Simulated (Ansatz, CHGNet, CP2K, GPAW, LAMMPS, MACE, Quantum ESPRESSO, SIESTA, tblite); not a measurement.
# Running amorphous Ge (61 atoms) with SIESTA, part 2 of 2

Aim: run amorphous Ge (61 atoms) in SIESTA and see how near its forces come to a plane-wave reference, and at what cost.

Program: SIESTA 5.4.2; the method stands at each step. Banners, paths, timers and routine set-up lines are dropped from the logs unmarked, and long logs keep their key lines alone; longer cuts are marked. The potentials were converted by us to PSML.

So far. Step 3 (PBE, SZ, shift 0.01 Ry, mesh 300 Ry): Against the first run (34 %), the force difference from the reference is 83 %, at 0.24 times the CPU time, with 549 basis functions against 1098: the smaller basis costs accuracy. Step 4 (PBE, TZP, shift 0.01 Ry, mesh 300 Ry): Against the first run (34 %), the force difference from the reference is 29 %, at 1.4 times the CPU time (on 2 against 1 cores), with 1342 basis functions against 1098: the larger basis brings the forces nearer.

**5. PBE, DZP, shift 0.01 Ry, mesh 150 Ry**

Method: Kohn-Sham DFT, PBE, PseudoDojo 0.4.1 norm-conserving pseudopotentials (converted to PSML), numerical atomic orbitals (DZP), diagonalisation.

input.fdf

```
SystemLabel cell
NumberOfAtoms 61
NumberOfSpecies 1
%block ChemicalSpeciesLabel
  1 32 Ge
%endblock ChemicalSpeciesLabel
LatticeConstant 1.0 Ang
%block LatticeVectors
  10.64970 0.00000 0.00000
  0.00000 10.64970 0.00000
  0.00000 0.00000 10.64970
%endblock LatticeVectors
PAO.BasisSize DZP
PAO.EnergyShift 0.01 Ry
XC.Functional GGA
XC.Authors PBE
MeshCutoff 150 Ry
%block kgrid_Monkhorst_Pack
  1 0 0 0.0
  0 1 0 0.0
  0 0 1 0.0
%endblock kgrid_Monkhorst_Pack
SolutionMethod diagon
OccupationFunction FD
ElectronicTemperature 580 K
SCF.Mixer.Method Pulay
SCF.Mixer.Weight 0.05
SCF.Mixer.History 8
SCF.Mix Hamiltonian
MaxSCFIterations 300
SCF.DM.Tolerance 1e-04
SCF.H.Tolerance 1.0e-3 eV
WriteForces T
Write.HirshfeldPop T
Write.VoronoiPop T
Write.DM F
Write.H F
XML.Write F
AtomicCoordinatesFormat Fractional
%block AtomicCoordinatesAndAtomicSpecies
[... 61 atom lines left out: the same atoms as in the first run ...]
%endblock AtomicCoordinatesAndAtomicSpecies
```

Command:

```sh
$ OMP_NUM_THREADS=1 siesta < input.fdf > output.txt
```

The log of the run:

```text
Version         : 5.4.2
reinit: System Name:
reinit: System Label: cell
initatom: Reading input for the pseudopotentials and atomic orbitals ----------
Species number:   1 Atomic number:   32 Label: Ge
Ground state valence configuration (from tables):   4s02  4p02  4d00  4f00
---- Processing specs for species: Ge
GGA--PBE XC_GGA_X_PBE--XC_GGA_C_PBE pb
Semicore shell(s) with 10 electrons included in the valence for Ge
Semicore shell(s): 3d
Fallback to non-perturbative polarization scheme for Ge
Please see the manual if this is not desired in principle
Ge pseudopotential only contains V_ls up to l=2 -- lmxkb reset.
Using PAO.SplitTailNorm
%block ChemicalSpeciesLabel
    1   32 Ge                      # Species index, atomic number, species label
%endblock ChemicalSpeciesLabel
[... lines left out ...]
Total number of electrons:   854.000000
[... lines left out ...]
stepf: Fermi-Dirac step function
        iscf     Eharris(eV)        E_KS(eV)     FreeEng(eV)     dDmax    Ef(eV) dHmax(eV)
[... lines left out ...]
SCF Convergence by DM+H criterion
[... lines left out ...]
SCF cycle converged after 19 iterations
[... lines left out ...]
   Max    0.767009
[... lines left out ...]
   Max    0.767009    constrained
Stress tensor Voigt[x,y,z,yz,xz,xy] (kbar):     -138.34     -113.20     -143.35       -2.36       -2.49        3.93
[... lines left out ...]
siesta: Program's energy decomposition (eV):
siesta: Ebs     =    -19551.049857
siesta: Eions   =    148294.852537
siesta: Ena     =      2863.149050
siesta: Ekin    =    111482.524906
siesta: Enl     =    -78225.777672
siesta: DEna    =       268.186864
siesta: DUscf   =         8.332491
siesta: Ex      =    -34348.182209
siesta: Ec      =     -1923.792036
siesta: Exc     =    -36271.974245
siesta: Eharris =   -148170.411149
siesta: Etot    =   -148170.411143
siesta: FreeEng =   -148170.656549
siesta: Final energy (eV):
siesta:  Band Struct. =  -19551.049857
siesta:       Kinetic =  111482.524906
siesta:       Hartree =   42131.873287
siesta:         Exch. =  -34348.182209
siesta:         Corr. =   -1923.792036
siesta:   Exch.-corr. =  -36271.974245
siesta:  Ion-electron = -191070.711466
siesta:       Ion-ion =  -74442.123625
siesta:         Total = -148170.411143
siesta:         Fermi =      -3.739724
siesta: Stress tensor (static) (eV/Ang**3):
siesta:    -0.086344    0.002455   -0.001551
siesta:     0.002455   -0.070654   -0.001470
siesta:    -0.001551   -0.001470   -0.089475
siesta: Cell volume =       1207.847548 Ang**3
siesta: Pressure (static):
siesta:                Solid            Molecule  Units
siesta:           0.00089481          0.00095681  Ry/Bohr**3
siesta:           0.08215779          0.08785059  eV/Ang**3
siesta:         131.63128993        140.75216560  kBar
    Orbital volume contribution        =          48.982196 eV
    (Free)E + p_basis*V_orbitals       =     -148121.674353 eV
    (Free)Eharris+ p_basis*V_orbitals  =     -148121.674359 eV
Hirshfeld Atomic Populations:
Atom #   charge [q] valence [e]  Species
     1    -0.000586   14.000586  Ge
     2     0.000319   13.999681  Ge
     3    -0.013319   14.013319  Ge
[...]
--------------------
 Total     0.000062
Voronoi Atomic Populations:
Atom #   charge [q] valence [e]  Species
[...]
60     0.006740   13.993260  Ge
    61     0.017845   13.982155  Ge
--------------------
 Total     0.000062
```

Elapsed: 2.7 min, on 1 thread of Arm Neoverse V1, shared host; peak memory 0.67 GiB.

Compared with the plane-wave run:

- r.m.s. force component: 0.3261 eV/Å
- r.m.s. difference of force components: 95.16 meV/Å
- longest difference of force vectors: 302.2 meV/Å
- force difference over r.m.s. force: 33.97 %
- slope of forces against the reference's: 1.12
- correlation of force components: 0.962
- pressure: 13.16 GPa
- pressure difference: 3.623 GPa
- energy less the same-level run's: -42.38 meV/atom
- r.m.s. force difference from the same-level run: 27.24 meV/Å

This is a coarse setting, run to see what it loses.

Against the first run (34 %), the force difference from the reference is 34 %, at 0.37 times the CPU time: the change moves forces by 27 meV/Å r.m.s., so most of the difference comes from elsewhere.

**6. The ladder**

Differences are against the plane-wave reference, forces as r.m.s. over components; share is that over the reference's r.m.s. force, slope the least-squares factor from reference forces to these. Total energies of different programs have different zeros and aren't compared.

| run | Δ force, r.m.s. (meV/Å) | share (%) | slope | Δ pressure (GPa) | cores | CPU time | memory (GiB) |
| --- | --- | --- | --- | --- | --- | --- | --- |
| reference | - | - | - | - | 4 | 1.7 min | 1.8 |
| SIESTA PBE, DZP, shift 0.01 Ry, mesh 300 Ry | 95.6 | 34.1 | 1.127 | 3.06 | 1 | 7.2 min | 1.4 |
| SIESTA PBE, SZ, shift 0.01 Ry, mesh 300 Ry (coarse) | 232 | 82.8 | 1.397 | 8.49 | 1 | 1.7 min | 0.7 |
| SIESTA PBE, TZP, shift 0.01 Ry, mesh 300 Ry | 81.2 | 29.0 | 1.100 | 2.26 | 2 | 10 min | 1.9 |
| SIESTA PBE, DZP, shift 0.01 Ry, mesh 150 Ry (coarse) | 95.2 | 34.0 | 1.120 | 3.62 | 1 | 2.7 min | 0.67 |

Rows marked coarse were listed beforehand as settings not expected to be converged; some can still land near the reference.

CPU time is summed over cores on a shared host, where runs went side by side, so it is rough. Symmetry, cutoffs, thresholds, outputs and thread counts weren't matched or tuned between programs; memory under MPI is the largest rank's times the ranks.

Within one program, basis, potentials and functional, energies share a zero. Each run against its twin at the usual cutoff or grid and solver:

| run | twin | Δ energy (meV/atom) | Δ force, r.m.s. (meV/Å) | CPU time over the twin's |
| --- | --- | --- | --- | --- |
| SIESTA PBE, DZP, shift 0.01 Ry, mesh 150 Ry | DZP, shift 0.01 Ry, mesh 300 Ry | -42.4 | 27.2 | 0.37 |

Further runs of this program without a result: SIESTA PBE, SZP, shift 0.01 Ry, mesh 300 Ry (cut off at its time limit).

**7. Outcome**

* nearest in forces: SIESTA PBE, TZP, shift 0.01 Ry, mesh 300 Ry, 29 %
* its CPU time: 10 min

**Reading.** The PBE runs in local orbitals, coarse settings apart, differ by 29 % (SIESTA PBE, TZP, shift 0.01 Ry, mesh 300 Ry) to 34 % (SIESTA PBE, DZP, shift 0.01 Ry, mesh 300 Ry); basis, grid and potentials can all enter. Runs with settings chosen to be coarse differ by 34 % (SIESTA PBE, DZP, shift 0.01 Ry, mesh 150 Ry) to 83 % (SIESTA PBE, SZ, shift 0.01 Ry, mesh 300 Ry), their programs' other errors included. None of the electronic-structure runs in the table takes under half the reference's CPU time of 1.7 min; they take 1.0 to 6.2 times as much. SIESTA PBE, DZP, shift 0.01 Ry, mesh 300 Ry stiffens the forces by a factor of 1.13 while following their directions (correlation 0.963). In pressure, SIESTA PBE, SZ, shift 0.01 Ry, mesh 300 Ry misses by +8.5 GPa, at the same functional. The quench rate of 5 K/ps is many orders above laboratory rates, so the cell is likely richer in defects and strain than a real sample. The network of bonds at the start is that of the classical potential that made the cell, and needn't be the one that DFT or experiment would give. The reference's pressure of 9.5 GPa belongs to a cell and atoms that aren't relaxed at this level. The electronic-structure runs sample only Γ, in a cell whose shortest periodic width is 11 Å, which is coarse for a cell with partly filled levels.

[Also dropped from logs without a mark: logging warnings of Python, and SIESTA's first energy breakdown and zero terms.]

[Logs are printed without paths, hosts, clocks, repeated set-up lines and the standing remarks that a program may print on its own settings, such as how far it seeks lower states.]

[Hosts, paths, dates, database ids (printed as entryN), source tags and the programs' standing remarks are cut or masked in the printed files.]
